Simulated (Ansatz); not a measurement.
# NaMnBr3, from a guessed structure to a relaxed one, part 2 of 2

This structure for NaMnBr3 is made up. Its elements were placed in a known structure type with a cell scaled to their sizes. What cell does the guess relax to, and how far off was it?

Ansatz 0.2.0; DFT, PBEsol, plane-wave PAW, default files, scalar-relativistic, ferromagnetic start, cell and ions relaxed at zero pressure (the session's first sound run).

So far: Starting point; Relaxation of the guess. The relaxed cell has a = 5.222 Å (conventional setting).

## Step 3: Electronic structure of the relaxed cell

With the geometry fixed, one more self-consistent run, with a narrower smearing and the mesh shown in its input, gives the bands, and its pressure, and its forces where symmetry allows any, show how far the geometry depends on these settings.

This step: DFT, PBEsol, plane-wave PAW, default files, scalar-relativistic, ferromagnetic start, bands and density of states at the relaxed cell (Ansatz 0.2.0).

Input file input.yaml:

```yaml
crystal:
  lattice:
    - [5.2216709607, 0.0, 0.0]
    - [0.0, 5.2216709607, 0.0]
    - [0.0, 0.0, 5.2216709607]
  atoms:
    - { symbol: Br, position: [0.0, 0.5, 0.5] }
    - { symbol: Br, position: [0.5, 0.5, 0.0] }
    - { symbol: Br, position: [0.5, 0.0, 0.5] }
    - { symbol: Mn, position: [0.5, 0.5, 0.5], spin: 4.4 }
    - { symbol: Na, position: [0.0, 0.0, 0.0] }
magnetization:
  spin_polarized: true
kpoints:
  mp_grid: { grid: [6, 6, 6] }
  band_path:
    path:
      - [[0.0, 0.0, 0.0], [0.0, 0.5, 0.0], [0.5, 0.5, 0.0], [0.0, 0.0, 0.0], [0.5, 0.5, 0.5], [0.0, 0.5, 0.0]]
      - [[0.5, 0.5, 0.0], [0.5, 0.5, 0.5]]
    npoints: 13
scf:
  occupations: { method: fermi_dirac, width: 0.03 }
  n_extra_bands: 12
hamiltonian:
  xc: pbesol
  pseudopotentials: { kind: paw }
output:
  forces: true
  stress: true
  write_bands: true
  dos: { projected: true }
  write_density: true
  write_potential: true
  elf: true
  volumetric_format: npy
```

Started as:

```bash
$ ansatz run input.yaml --threads 4 --pin off --max-ram 8192MiB --backend cpu --events-out ev --progress --plain --runs-dir out
```

Numbers of over 12 decimals in the logs are rounded to 6 here.

Output:

```text
[...]
Crystal: 5 atoms, lattice volume = 142.373 Å³
Basis set: ecut = 420 eV, 2801 PW (Γ), exchange–correlation on 72×72×72 points (8 copies of the dense FFT grid, shifted against one another)
Bands: 35, of which v1, the nominal top of the filled ones, is band 23 counted from 1 (22 counted from 0)
Symmetry: 48 space group operations
[...]
k-points: 20 of 216
[...]
Starting moments: Σ|m| = 4.4 μB on 1 of 5 sites
[...]
SCF iter   1: F=—  HF=-13560.375167 eV  |F-HF|=—  |Δ(HF+E_count)|=         —  Δρ=5.51e-2 (↑5.51e-2 ↓5.28e-2)  dr2=1.77e1  dr2_m=5.34e-2  M=4.552 μB ∫|m|=4.553 μB  β_m=0.30  ethr=3.10e-3  ⟨swp⟩=7.0  Hψ=6752  notcnv=0  defer=9
[...]
SCF iter  10: F=-13558.496885 eV  HF=-13558.496885 eV  |F-HF|=5.29e-9  |Δ(HF+E_count)|=   5.89e-8  Δρ=1.85e-6 (↑8.75e-7 ↓1.85e-6)  dr2=1.34e-8  dr2_m=7.14e-10  M=5.000 μB ∫|m|=5.001 μB  ethr=2.22e-10  ⟨swp⟩=14.2  Hψ=10897  notcnv=0
SCF 1 converged in 10 iterations: F = -13558.496885 eV  dr2 = 1.34e-8
[...]
NSCF: frozen V_eff on 80 k-points
SCF converged after 10 iterations
Magnetization: 5.0000 μB (25.0000 up, 20.0000 down)
Absolute magnetization: 4.9999 μB (∫|ρ↑−ρ↓|, with the PAW one-centre terms)
[...]
Per-site moments (μB) at R_I (Å): [(0.075528, 1.076970), (0.075528, 1.076970), (0.075528, 1.076970), (4.353322, 1.076970), (0.00338479, 1.523065)]
Free energy (F): -13558.496885 eV
[...]
Internal energy: -13558.496878 eV  (E = F + TS)
E sigma→0 (E₀):  -13558.496882 eV
Entropy (-TS):   -0.000007 eV (-0.001 meV/atom)
Fermi energy:    4.903493 eV
[...]
--- Stress (GPa, compression-positive) ---
        0.004227      -0.000000       0.000000
       -0.000000       0.004227       0.000000
        0.000000       0.000000       0.004227
  P = ⅓ Tr σ = 0.0042 GPa (0.042 kbar)
--- Band table (eV; the first three rows and the last of 40) ---
  k-point 0 ↑: bands = [... 19 lower, 1.9309, 1.9309, 1.9309, 2.2516, 2.2516, 2.2516, 5.3945, 5.9989, ... 8 higher]
  k-point 1 ↑: bands = [... 19 lower, 1.8658, 2.0352, 2.0352, 2.2890, 2.2890, 2.3649, 5.9487, 6.3702, ... 8 higher]
  k-point 2 ↑: bands = [... 19 lower, 1.7424, 2.1212, 2.1212, 2.3848, 2.3848, 2.5161, 7.0283, 7.5214, ... 8 higher]
  k-point 19 ↓: bands = [... 19 lower, 2.8976, 6.0523, 6.0523, 6.0523, 6.7243, 7.6659, 7.6659, 9.2907, ... 8 higher]
```

The job ended after 8.9 s (4 threads of Arm Neoverse V2, shared host; peak memory 0.64 GiB; 34 s of CPU time).

In the SCF lines HF is the Harris–Foulkes energy and dr2 the Hartree energy of the density residual, in eV; the loop may stop once dr2 is under the threshold and the program's other checks hold. Hψ counts applications of the Hamiltonian.

This step gave:

```yaml
free_energy: -13558.4969 eV
fermi_energy: 4.903 eV
gap_by_band_count: 0.5132 eV
site_moments: 0.07553, 0.07553, 0.07553, 4.353, 0.003385 μB
pressure: 0.004227 GPa
```

bands.tsv at the labelled points (eV, zero at the valence-band top; the bands that come nearest the gap along the path):

```
point  band_23_up  band_24_up  band_25_up  band_20_dn  band_21_dn  band_22_dn  band_23_dn  band_24_dn
    Γ       -2.39       -2.39        0.75        0.51        0.51        0.51        0.96        0.96
    X       -2.21       -2.07        3.37        0.54        0.96        1.22        1.22        1.29
    M       -1.85       -0.01        3.61        1.07        1.22        1.22        1.38        3.01
    Γ       -2.39       -2.39        0.75        0.51        0.51        0.51        0.96        0.96
    R        0.00        0.00        2.05        1.41        1.41        1.41        2.08        3.02
    X       -2.21       -2.07        3.37        0.54        0.96        1.22        1.22        1.29
    M       -1.85       -0.01        3.61        1.07        1.22        1.22        1.38        3.01
    R        0.00        0.00        2.05        1.41        1.41        1.41        2.08        3.02
```

Highest filled and lowest empty level along the path:

```
distance (1/Å)  highest filled (eV)  lowest empty (eV)
          0.00                -2.28               0.51
          0.19                -2.29               0.52
          0.37                -2.15               0.53
          0.56                -2.08               0.54
          0.74                -1.70               0.64
          0.93                -0.79               0.94
          1.11                -0.11               1.07
          1.33                -0.20               1.07
          1.60                -1.14               0.93
          1.86                -2.05               0.61
          2.13                -2.30               0.53
          2.45                -1.65               0.82
          2.78                -0.69               1.20
          3.10                 0.00               1.41
          3.36                -0.32               1.25
          3.62                -1.10               0.89
          3.88                -1.98               0.56
          4.04                -0.01               1.16
          4.22                -0.01               1.27
          4.41                 0.00               1.37
```

Spin density in the ac plane at fractional y = 0.500, with atoms of Br and Mn within 0.2 Å of it.

Values in e/Å³, 13 rows by 14 columns, each cell a mean:
```
0.0 0.0 0.0 0.0 0.0 0.0 0.0 0.0 0.0 0.0 0.0 0.0 0.0 0.0
0.0 0.0 0.0 0.0 0.0 0.0 0.0 0.0 0.0 0.0 0.0 0.0 0.0 0.0
0.0 0.0 0.0 0.0 0.0 0.0 0.0 0.0 0.0 0.0 0.0 0.0 0.0 0.0
0.0 0.0 0.0 0.0 0.0 0.0 0.1 0.1 0.1 0.0 0.0 0.0 0.0 0.0
0.0 0.0 0.0 0.0 0.1 0.2 0.6 0.8 0.4 0.1 0.0 0.0 0.0 0.0
0.0 0.0 0.0 0.0 0.1 0.7 3.1 4.3 1.7 0.3 0.0 0.0 0.0 0.0
0.0 0.0 0.0 0.0 0.1 1.0 4.5 6.4 2.4 0.4 0.1 0.0 0.0 0.0
0.0 0.0 0.0 0.0 0.1 0.4 1.6 2.1 0.9 0.2 0.0 0.0 0.0 0.0
0.0 0.0 0.0 0.0 0.0 0.1 0.2 0.3 0.2 0.1 0.0 0.0 0.0 0.0
0.0 0.0 0.0 0.0 0.0 0.0 0.0 0.0 0.0 0.0 0.0 0.0 0.0 0.0
0.0 0.0 0.0 0.0 0.0 0.0 0.0 0.0 0.0 0.0 0.0 0.0 0.0 0.0
0.0 0.0 0.0 0.0 0.0 0.0 0.0 0.0 0.0 0.0 0.0 0.0 0.0 0.0
0.0 0.0 0.0 0.0 0.0 0.0 0.0 0.0 0.0 0.0 0.0 0.0 0.0 0.0
```
Columns run along a (5.2 Å), rows up along c (5.2 Å). Atoms in or near the plane, at fractional coordinates: Br at (0.00, 0.50), Br at (0.50, 0.00), Mn at (0.50, 0.50).

ELF in the ac plane at fractional y = 0.500, with atoms of Br and Mn within 0.2 Å of it. It is the smooth field of the valence electrons, not physical close to the nuclei.

Values, 13 rows by 14 columns, each cell a mean:
```
0.01 0.03 0.18 0.61 0.84 0.79 0.27 0.11 0.54 0.87 0.76 0.40 0.07 0.02
0.13 0.06 0.06 0.31 0.68 0.83 0.79 0.75 0.83 0.79 0.53 0.15 0.05 0.09
0.56 0.37 0.13 0.10 0.31 0.57 0.67 0.69 0.64 0.46 0.18 0.08 0.23 0.49
0.84 0.76 0.49 0.18 0.12 0.18 0.21 0.22 0.20 0.15 0.12 0.31 0.65 0.81
0.78 0.85 0.77 0.42 0.14 0.18 0.34 0.39 0.26 0.13 0.23 0.62 0.83 0.82
0.15 0.55 0.83 0.54 0.17 0.38 0.69 0.77 0.57 0.23 0.28 0.74 0.78 0.29
0.01 0.38 0.82 0.55 0.19 0.45 0.78 0.85 0.65 0.27 0.29 0.76 0.72 0.10
0.47 0.74 0.82 0.50 0.16 0.28 0.54 0.61 0.43 0.18 0.27 0.70 0.83 0.59
0.87 0.84 0.67 0.30 0.12 0.13 0.20 0.22 0.16 0.12 0.17 0.49 0.78 0.86
0.75 0.61 0.30 0.11 0.17 0.33 0.41 0.42 0.38 0.26 0.11 0.16 0.46 0.70
0.33 0.17 0.07 0.16 0.50 0.74 0.81 0.82 0.79 0.65 0.33 0.08 0.10 0.26
0.04 0.03 0.11 0.47 0.78 0.84 0.58 0.45 0.74 0.84 0.67 0.26 0.04 0.03
0.01 0.03 0.24 0.67 0.86 0.74 0.13 0.02 0.41 0.87 0.80 0.48 0.09 0.01
```
Columns run along a (5.2 Å), rows up along c (5.2 Å). Atoms in or near the plane, at fractional coordinates: Br at (0.00, 0.50), Br at (0.50, 0.00), Mn at (0.50, 0.50).

Electrostatic potential energy in the ac plane at fractional y = 0.500, with atoms of Br and Mn within 0.2 Å of it. With pseudopotentials it is smooth inside the atoms' cores, unlike the true potential.

Ten even steps from '0' (-72 eV) to '9' (9 eV), each cell a mean:
```
99998400279999
99999854699999
99999998999999
99999988999999
46999865789985
02798532479840
01698522379830
14898643589962
78999877899997
99999999999999
99999977899999
99999621489999
99998300169999
```
Columns run along a (5.2 Å; values clipped at the 3rd and 97th percentile), rows up along c (5.2 Å). Atoms in or near the plane, at fractional coordinates: Br at (0.00, 0.50), Br at (0.50, 0.00), Mn at (0.50, 0.50).

## Step 4: Summary of results

| Property | Result |
| --- | --- |
| space group, relaxed | Pm-3m |
| conventional cell | a = 5.222, b = 5.222, c = 5.222 Å; α = 90.0°, β = 90.0°, γ = 90.0° |
| volume per atom | 28.47 Å³ (guess 25.64) |
| total moment | 5.00 μB in the cell of 5 atoms |

NaMnBr3 relaxes to Pm-3m with a = 5.222, b = 5.222 and c = 5.222 Å. The guessed volume was 10 % too small. The space group Pm-3m was held in the relaxation, so the end point is a stationary structure within it and may be a saddle against distortions or other arrangements. The input starts from parallel moments, and no other start was typed. It has an indirect Kohn–Sham gap of 0.51 eV, which semilocal functionals understate. On the 6×6×6 mesh with the narrower smearing (relaxed on 5×5×5) the forces vanish, as symmetry may demand, and the largest stress component is 0.004 GPa, within the relaxation's thresholds of 0.015 eV/Å and 0.05 GPa. The cutoff wasn't tested. No dispersion term is used, so weakly bound directions may come out too long. Nothing here tests whether the compound is stable against decomposition.

[Logs are printed without paths, hosts, clocks, repeated set-up lines and the standing remarks that a program may print on its own settings, such as how far it seeks lower states.]

[Hosts, paths, dates, database ids (printed as entryN), source tags and the programs' standing remarks are cut or masked in the printed files.]
